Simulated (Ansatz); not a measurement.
**How many bands does the GW gap of BaWO4 (I4_1/a) need?**

Aim: see how the G0W0 gap of BaWO4 (I4_1/a) on r2SCAN moves with empty bands and screening cutoff, and what each rung costs.

Method: G0W0 on r2SCAN, plane waves, PAW, in Ansatz 0.2.0.

Most raw output is cut from this account.

## 1. Set-up

It takes space group I4_1/a (No. 88, tetragonal). The conventional cell has a = 5.667 Å, b = 5.667 Å, c = 12.739 Å, α = 90.00°, β = 90.00°, γ = 90.00°. Nearest to Ba lie 8 O at 2.76 to 2.80 Å. W has 4 O at 1.79 Å nearest. Nearest to O lie 1 W at 1.79 Å and 2 Ba at 2.76 to 2.80 Å. Farther neighbours and most contacts between anions are not listed.

The cell and positions are those that the Materials Project relaxed with its own functionals (PBE, PBE+U or r2SCAN), kept fixed. Spin-orbit coupling is left out unless a step names it. The default PAW set here is soft_2. Its files were made with PBE.

## 2. 169 empty bands, screening to 51 eV

G0W0 replaces the xc potential by the self-energy, built once from these orbitals. Only a window of levels is corrected, while the sums run over the empty bands that the input names.

Input file input.yaml:

```yaml
crystal:
  lattice:
    - [-2.833365905, 2.833365905, 6.36926687]
    - [2.833365905, -2.833365905, 6.36926687]
    - [2.833365905, 2.833365905, -6.36926687]
  atoms:
    - { symbol: Ba, position: [0.25, 0.75, 0.5] }
    - { symbol: Ba, position: [0.5, 0.5, 0.0] }
    - { symbol: W, position: [0.75, 0.25, 0.5] }
    - { symbol: W, position: [0.0, 0.0, 0.0] }
    - { symbol: O, position: [0.15214477, 0.04689186, 0.35623995] }
    - { symbol: O, position: [0.69065191, 0.79590482, 0.64376005] }
    - { symbol: O, position: [0.05934809, 0.45409518, 0.85623995] }
    - { symbol: O, position: [0.54590482, 0.40214477, 0.60525291] }
    - { symbol: O, position: [0.20409518, 0.84785523, 0.89474709] }
    - { symbol: O, position: [0.95310814, 0.30934809, 0.10525291] }
    - { symbol: O, position: [0.79689186, 0.94065191, 0.39474709] }
    - { symbol: O, position: [0.59785523, 0.20310814, 0.14376005] }
kpoints:
  mp_grid: { grid: [4, 4, 4] }
hamiltonian:
  xc: r2scan
scf:
  occupations: { method: fixed }
gw:
  n_empty_bands: 169
  ecut_chi: 51
  qp_bands: [v4, c4]
  qp_kpoints: band_edges
  screening: { model: contour_deformation }
```

Command:

```bash
$ ansatz run input.yaml --threads 3 --pin off --max-ram 92160MiB --backend cuda --events-out ev --progress --plain --runs-dir out --devices 1 --max-vram 13GiB
```

Run time: 53 s. Hardware: 1 × NVIDIA H100 80GB HBM3 (shared by 6 runs) with 3 threads of AMD EPYC 7R13 (Zen 3), shared host; peak memory 2 GiB; 92 s of CPU time.

This step gave:

| Item | Value |
| --- | --- |
| bands summed | 217 |
| RPA ε∞ on this mesh (eigenvalues) | 3.058, 3.060, 3.060 |
| plane waves in the screening matrix | 187 |
| q-points in the mesh | 64 |
| G0W0 gap on the mesh | 7.226 eV |
| k of the valence top | 0, 0, 0 |
| k of the conduction bottom | -0.5, -0.5, -0.5 |
| starting gap on the mesh | 5.158 eV |
| Z at the valence top | 0.7753 |
| Z at the conduction bottom | 0.8243 |
| least direct G0W0 gap on the computed points | 7.321 eV |

The gap on the mesh goes from 5.16 eV to 7.23 eV, a correction of +2.07 eV. Between the two edge states, bare exchange in place of the xc potential would open the gap by 9.97 eV, and correlation takes back 7.90 eV.

## 3. 478 empty bands, screening to 102 eV

Bands and screening cutoff are moved together, since each hides the error of the other.

Edit input.yaml of step 2 so:

```diff
@@ -25,4 +25,4 @@
 gw:
-  n_empty_bands: 169
-  ecut_chi: 51
+  n_empty_bands: 478
+  ecut_chi: 102
   qp_bands: [v4, c4]
```

Wall time 2.6 min (1 × NVIDIA H100 80GB HBM3 (shared by 6 runs) with 3 threads); peak memory 2.8 GiB.

Numbers from this step:

| Item | Value |
| --- | --- |
| bands summed | 526 |
| RPA ε∞ on this mesh (eigenvalues) | 3.051, 3.052, 3.052 |
| plane waves in the screening matrix | 471 |
| q-points in the mesh | 64 |
| G0W0 gap on the mesh | 7.065 eV |
| k of the valence top | 0, 0, 0 |
| k of the conduction bottom | -0.5, -0.5, -0.5 |
| starting gap on the mesh | 5.158 eV |
| Z at the valence top | 0.7667 |
| Z at the conduction bottom | 0.8178 |
| least direct G0W0 gap on the computed points | 7.146 eV |

Against the run with 4×4×4 mesh, 169 empty bands, screening to 51 eV, the gap moves by −0.16 eV.

## 4. 1029 empty bands, screening to 170 eV

Edit input.yaml of step 3 so:

```diff
@@ -25,4 +25,4 @@
 gw:
-  n_empty_bands: 478
-  ecut_chi: 102
+  n_empty_bands: 1029
+  ecut_chi: 170.0
   qp_bands: [v4, c4]
```

Elapsed: 4.6 min, on 1 × NVIDIA H100 80GB HBM3 (shared by 6 runs) with 3 threads; peak memory 4.8 GiB.

Numbers from this step:

```yaml
bands_summed: 1077
rpa_eps_infinity_on_this_mesh_eigenvalues: 3.043, 3.044, 3.044
plane_waves_in_the_screening_matrix: 1009
g0w0_gap_on_the_mesh: 7.088 eV
k_of_the_valence_top: 0, 0, 0
k_of_the_conduction_bottom: -0.5, -0.5, -0.5
starting_gap_on_the_mesh: 5.158 eV
least_direct_g0w0_gap_on_the_computed_points: 7.159 eV
```

Against the run with 4×4×4 mesh, 478 empty bands, screening to 102 eV, the gap moves by +0.02 eV.

## 5. Changing the frequency model: 4×4×4 mesh, 1029 empty bands, screening to 170 eV, plasmon pole

A plasmon pole stands in for the full frequency dependence of the screening; this run shows what that costs in accuracy.

Edit input.yaml of step 4 so:

```diff
@@ -29,2 +29,2 @@
   qp_kpoints: band_edges
-  screening: { model: contour_deformation }
+  screening: { model: godby_needs }
```

It took 7.1 min on 1 × NVIDIA H100 80GB HBM3 (shared by 6 runs) with 3 threads; peak memory 14 GiB.

This step gave:

| Quantity | Value |
| --- | --- |
| bands summed | 1077 |
| plasmon-pole fit frequency | 25.44 eV |
| RPA ε∞ on this mesh (eigenvalues) | 3.043, 3.044, 3.044 |
| plane waves in the screening matrix | 1009 |
| G0W0 gap on the mesh | 7.086 eV |
| k of the valence top | 0, 0, 0 |
| k of the conduction bottom | -0.5, -0.5, -0.5 |
| starting gap on the mesh | 5.158 eV |
| least direct G0W0 gap on the computed points | 7.166 eV |

Against the run with 4×4×4 mesh, 1029 empty bands, screening to 170 eV, the gap moves by −0.002 eV.

## 6. The runs together

Times are wall times on 1 × NVIDIA H100 80GB HBM3 (shared by 6 runs) with 3 threads of AMD EPYC 7R13 (Zen 3), shared host, good to a factor of about two.

| mesh | files | frequency | bands summed | cutoff (eV) | start (eV) | G0W0 (eV) | time | host memory (GiB) |
| --- | --- | --- | --- | --- | --- | --- | --- | --- |
| 4×4×4 | default PAW | contour deformation | 217 | 51 | 5.158 | 7.226 | 53 s | 2.0 |
| 4×4×4 | default PAW | contour deformation | 526 | 102 | 5.158 | 7.065 | 2.6 min | 2.8 |
| 4×4×4 | default PAW | contour deformation | 1077 | 170 | 5.158 | 7.088 | 4.6 min | 4.8 |
| 4×4×4 | default PAW | plasmon pole | 1077 | 170 | 5.158 | 7.086 | 7.1 min | 14 |

How the two edges are built up, in eV (the quasiparticle level is the starting level plus Σx plus Σc less Vxc):

| run | edge | start | Σx | Σc | Vxc | Z | QP |
| --- | --- | --- | --- | --- | --- | --- | --- |
| 217 bands | valence top | 5.40 | -25.64 | 4.43 | -20.97 | 0.78 | 5.16 |
| 217 bands | conduction bottom | 10.56 | -14.15 | -3.47 | -19.45 | 0.82 | 12.39 |
| 526 bands | valence top | 5.40 | -25.64 | 4.22 | -20.97 | 0.77 | 4.95 |
| 526 bands | conduction bottom | 10.56 | -14.15 | -3.84 | -19.45 | 0.82 | 12.01 |
| 1077 bands | valence top | 5.40 | -25.64 | 3.97 | -20.97 | 0.76 | 4.70 |
| 1077 bands | conduction bottom | 10.56 | -14.15 | -4.07 | -19.45 | 0.81 | 11.79 |

## 7. Results

```yaml
217_bands_51_ev: 7.226 eV
526_bands_102_ev: 7.065 eV
1077_bands_170_ev: 7.088 eV
mesh_and_start: 4×4×4, r2SCAN
```

What this shows: From 217 to 1077 bands the gap moves by −0.14 eV while the time grows 5.3-fold. Σc changes by −0.46 eV at the valence top and −0.60 eV at the conduction bottom, so the levels themselves move more than the gap between them. The gap turns back along the series, so no limit is drawn from it. The plasmon-pole model gives −0.002 eV against contour deformation, 0 % of the correction, and saved no time in this program. The many-body steps are scalar-relativistic: spin-orbit coupling is not in them.

[Paths, hosts, dates, memory and timing lines, banners, echoed tables and standing remarks are left out of the program output.]

[Logs are printed without paths, hosts, clocks, repeated set-up lines and the standing remarks that a program may print on its own settings, such as how far it seeks lower states.]

[Runs of the session that timed out or met a known fault of the program may be left out.]

[Cells called generated may have been cut or substituted from an entry of the Crystallography Open Database or the Materials Project.]

[Hosts, paths, dates, database ids (printed as entryN), source tags and the programs' standing remarks are cut or masked in the printed files.]
